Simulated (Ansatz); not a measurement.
# CdPb2: relaxing a made-up structure, part 2 of 2

Starting from a made-up structure for CdPb2, the aim is the relaxed cell, its shortest contacts and, where a second run follows, its electronic structure.

Ansatz 0.2.0; DFT, PBE, plane-wave PAW, files of the set soft_1, scalar-relativistic, no spin, cell and ions relaxed at zero pressure; PAW set soft_1 (the session's first sound run).

So far: The structure; Relaxation of the guess.

## Step 3: Electronic structure of the relaxed cell

With the geometry fixed, one more self-consistent run, with a narrower smearing and the mesh shown in its input, gives the bands, and its pressure, and its forces where symmetry allows any, show how far the geometry depends on these settings.

This step: DFT, PBE, plane-wave PAW, files of the set soft_1, scalar-relativistic, no spin, bands and density of states at the relaxed cell; PAW set soft_1 (Ansatz 0.2.0).

The input, input.yaml:

```yaml
crystal:
  lattice:
    - [4.4117093895, -2.9642466246, -0.1661981507]
    - [4.4117093895, 2.9642466246, -0.1661981507]
    - [-0.2846104907, 0.0, 3.4240931477]
  atoms:
    - { symbol: Pb, position: [0.677627878, 0.677627878, 0.2983308845] }
    - { symbol: Pb, position: [0.322372122, 0.322372122, 0.7016691155] }
    - { symbol: Cd, position: [0.0, 0.0, 0.0] }
kpoints:
  mp_grid: { grid: [6, 6, 10] }
  band_path:
    path:
      - [[0.0, 0.0, 0.0], [0.44300832, 0.44300832, -0.63127539], [0.15621246, 0.15621246, -0.69422772], [0.5, 0.5, -0.5], [0.67099287, 0.32900713, -0.5]]
      - [[0.32900713, -0.32900713, 0.5], [0.0, 0.0, 0.5], [0.72980418, 0.72980418, 0.43167694], [0.84378754, 0.84378754, -0.30577228]]
      - [[0.27019582, -0.72980418, -0.43167694], [0.55699168, -0.44300832, -0.36872461], [0.5, -0.5, 0.0], [0.0, 0.0, 0.0], [0.5, 0.0, -0.5]]
      - [[0.5, 0.0, 0.0], [0.0, 0.0, 0.0]]
    npoints: 6
scf:
  occupations: { method: fermi_dirac, width: 0.03 }
  n_extra_bands: 7
hamiltonian:
  xc: pbe
  pseudopotentials: { kind: paw, azcp: { folder: soft_1 } }
output:
  forces: true
  stress: true
  write_bands: true
  dos: { projected: true }
  write_density: true
  write_potential: true
  elf: true
  volumetric_format: npy
```

Run with:

```
ansatz run input.yaml --threads 4 --pin off --max-ram 10240MiB --backend cpu --events-out ev --progress --plain --runs-dir out
```

Numbers of over 12 decimals in the logs are rounded to 6 here.

The log of the run:

```text
[...]
Crystal: 3 atoms, lattice volume = 89.276 Å³
Basis set: ecut = 420 eV, 1731 PW (Γ), exchange–correlation on 72×72×48 points (8 copies of the dense FFT grid, shifted against one another)
Bands: 31, of which v1, the nominal top of the filled ones, is band 24 counted from 1 (23 counted from 0)
Symmetry: 4 space group operations
[...]
k-points: 110 of 360
[...]
SCF iter   1: F=—  HF=-32073.105113 eV  |F-HF|=—  |Δ(HF+E_count)|=         —  Δρ=4.00e-2  dr2=3.16e0  ethr=3.10e-3  ⟨swp⟩=7.4  Hψ=15444  notcnv=0
[...]
SCF iter   9: F=-32072.015325 eV  HF=-32072.015325 eV  |F-HF|=4.09e-9  |Δ(HF+E_count)|=   3.65e-8  Δρ=2.88e-6  dr2=1.04e-8  ethr=2.08e-10  ⟨swp⟩=16.0  Hψ=27015  notcnv=0
SCF 1 converged in 9 iterations: F = -32072.015325 eV  dr2 = 1.04e-8
[...]
NSCF: frozen V_eff on 76 k-points
SCF converged after 9 iterations
Free energy (F): -32072.015325 eV
[...]
Internal energy: -32072.010028 eV  (E = F + TS)
E sigma→0 (E₀):  -32072.012676 eV
Entropy (-TS):   -0.005298 eV (-1.766 meV/atom)
Fermi energy:    10.783909 eV
[...]
--- Forces (eV/Å), atoms counted from 1 ---
  atom   1  Pb     0.01174852    -0.00000000     0.01047976
  atom   2  Pb    -0.01174852     0.00000000    -0.01047976
  atom   3  Cd     0.00000000     0.00000000     0.00000000
  max |Σ_I F_I| component: 0.00e0 eV/Å
--- Stress (GPa, compression-positive) ---
       -0.060682       0.000000      -0.281507
        0.000000      -0.003939      -0.000000
       -0.281507      -0.000000       0.336275
  P = ⅓ Tr σ = 0.0906 GPa (0.906 kbar)
--- Band table (eV; the first three rows and the last of 110) ---
  k-point 0: bands = [... 20 lower, 3.6258, 8.2478, 8.9224, 10.3560, 10.4138, 10.4924, 14.7596, 16.4723, ... 3 higher]
  k-point 1: bands = [... 20 lower, 3.7130, 8.3683, 9.0318, 10.2422, 10.6471, 10.7436, 13.2498, 16.3882, ... 3 higher]
  k-point 2: bands = [... 20 lower, 3.9323, 8.6933, 9.3491, 10.1721, 11.0957, 11.2643, 11.5149, 14.5413, ... 3 higher]
  k-point 109: bands = [... 20 lower, 3.9602, 7.3271, 8.4611, 9.3664, 9.9634, 10.6728, 11.0207, 15.3055, ... 3 higher]
```

Wall time 8.5 s (4 threads of Arm Neoverse V1, shared host); peak memory 0.53 GiB; 33 s of CPU time.

The column dr2 measures how far the density is from self-consistency, as an energy; F and HF (Harris–Foulkes) agree once it is small.

Numbers from this step:

```
free energy             : -32072.0153 eV
energy at zero smearing : -32072.0127 eV
smearing term TS        : 0.005298 eV
Fermi energy            : 10.78 eV
pressure                : 0.09055 GPa
```

bands.tsv at the labelled points (eV, zero at the Fermi level; the bands that come nearest the Fermi level along the path):

```tsv
point	band 21	band 22	band 23	band 24	band 25	band 26	band 27	band 28
Γ	-7.16	-2.54	-1.86	-0.43	-0.37	-0.29	3.98	5.69
Y	-7.17	-3.38	-2.49	-1.58	-0.72	1.22	2.10	4.60
F	-6.93	-2.62	-1.61	-1.49	0.36	1.53	2.45	3.42
L	-6.82	-3.46	-2.32	-1.42	-0.82	-0.11	0.24	4.52
I	-7.00	-3.23	-3.08	-1.66	-1.57	2.46	2.48	3.75
I1	-7.00	-3.23	-3.08	-1.66	-1.57	2.46	2.48	3.75
Z	-7.18	-2.39	-1.29	-0.19	0.65	1.34	1.66	2.34
H	-6.65	-2.72	-2.01	-0.49	-0.15	0.34	0.68	1.60
F1	-6.93	-2.62	-1.61	-1.49	0.36	1.53	2.45	3.42
H1	-6.65	-2.72	-2.01	-0.49	-0.15	0.34	0.68	1.60
Y1	-7.17	-3.38	-2.49	-1.58	-0.72	1.22	2.10	4.60
X	-7.93	-5.06	-3.62	2.05	2.97	4.55	4.76	5.24
Γ	-7.16	-2.54	-1.86	-0.43	-0.37	-0.29	3.98	5.69
N	-6.99	-3.50	-3.28	-0.46	-0.15	1.18	1.50	4.17
M	-8.16	-3.86	-2.96	1.41	1.67	4.10	4.62	5.21
Γ	-7.16	-2.54	-1.86	-0.43	-0.37	-0.29	3.98	5.69
```

Counts of states for the cell as run, both spins, by energy window (eV from the Fermi level):

```
from  to  total
  -8  -7   1.88
  -7  -6   0.33
  -6  -5   0.07
  -5  -4   0.47
  -4  -3   1.13
  -3  -2   1.22
  -2  -1   1.65
  -1   0   1.38
   0   1   1.60
   1   2   1.76
   2   3   1.82
```

A further 39.8 states lie below the table's range.

ELF in the ac plane of the cell as run, not the conventional one, at fractional y = 0.000, with atoms of Cd within 0.2 Å of it. It is the smooth field of the valence electrons, not physical close to the nuclei.

Ten even steps from '_' (0.15) to '@' (0.93), each cell a mean:
```
%%==..__________________..--**
--::..____________________..::
..________........__________..
____________......____________
______________....____________
______________......__________
::..__________......________..
++--..____________________::==
@@**::__________________..--%%
```
Columns run along a (5.3 Å), rows up along c (3.4 Å). Atoms in or near the plane, at fractional coordinates: Cd at (0.00, 0.00).

Electrostatic potential energy in the ac plane of the cell as run, not the conventional one, at fractional y = 0.000, with atoms of Cd within 0.2 Å of it. With pseudopotentials it is smooth inside the atoms' cores, unlike the true potential.

Ten even steps from '0' (-21 eV) to '9' (13 eV), each cell a mean:
```
013899999999510
236999999999742
689999999999986
999999999999999
999999999999999
889999999999998
347999999999974
014899999999731
003799999999510
```
Columns run along a (5.3 Å; values clipped at the 3rd and 97th percentile), rows up along c (3.4 Å). Atoms in or near the plane, at fractional coordinates: Cd at (0.00, 0.00).

Valence density in the ac plane of the cell as run, not the conventional one, at fractional y = 0.000, with atoms of Cd within 0.2 Å of it. It is the smooth field of the valence electrons, not physical close to the nuclei.

Ten steps, logarithmic in the rise over the least value, from '_' (0 e/Å³) to '@' (23 e/Å³), each cell a mean:
```
@@##==..________________::**%%
**==::__________________..==**
::..______________________..::
______________________________
______________________________
..____________________________
==--..____________________..--
%%**==..________________..==##
@@%%++..________________::**@@
```
Columns run along a (5.3 Å), rows up along c (3.4 Å). Atoms in or near the plane, at fractional coordinates: Cd at (0.00, 0.00).

## Step 4: Results

```
space group, relaxed : C2/m
conventional cell    : a = 8.830, b = 5.928, c = 3.436 Å; α = 90.0°, β = 96.9°, γ = 90.0°
volume per atom      : 29.76 Å³ (guess 29.82)
```

What this shows: CdPb2 relaxes to C2/m with a = 8.830, b = 5.928 and c = 3.436 Å. The guessed volume was near the relaxed one. The space group C2/m was held in the relaxation, so the end point is a stationary structure within it and may be a saddle against distortions or other arrangements. Bands cross the Fermi level, so it is a metal or semimetal at this level. On the 6×6×10 mesh with the narrower smearing (relaxed on 6×6×6) the largest force component is 0.012 eV/Å and the largest stress component is 0.336 GPa, against the relaxation's thresholds of 0.015 eV/Å and 0.05 GPa. The cutoff wasn't tested. A vector of the cell changed its length by 25 %, so the starting arrangement is largely lost and the mesh was laid for another shape. Spin-orbit coupling is left out, which can matter for elements this heavy. No dispersion term is used, so weakly bound directions may come out too long. Nothing here tests whether the compound is stable against decomposition.

[Logs are printed without paths, hosts, clocks, repeated set-up lines and the standing remarks that a program may print on its own settings, such as how far it seeks lower states.]

[Hosts, paths, dates, database ids (printed as entryN), source tags and the programs' standing remarks are cut or masked in the printed files.]
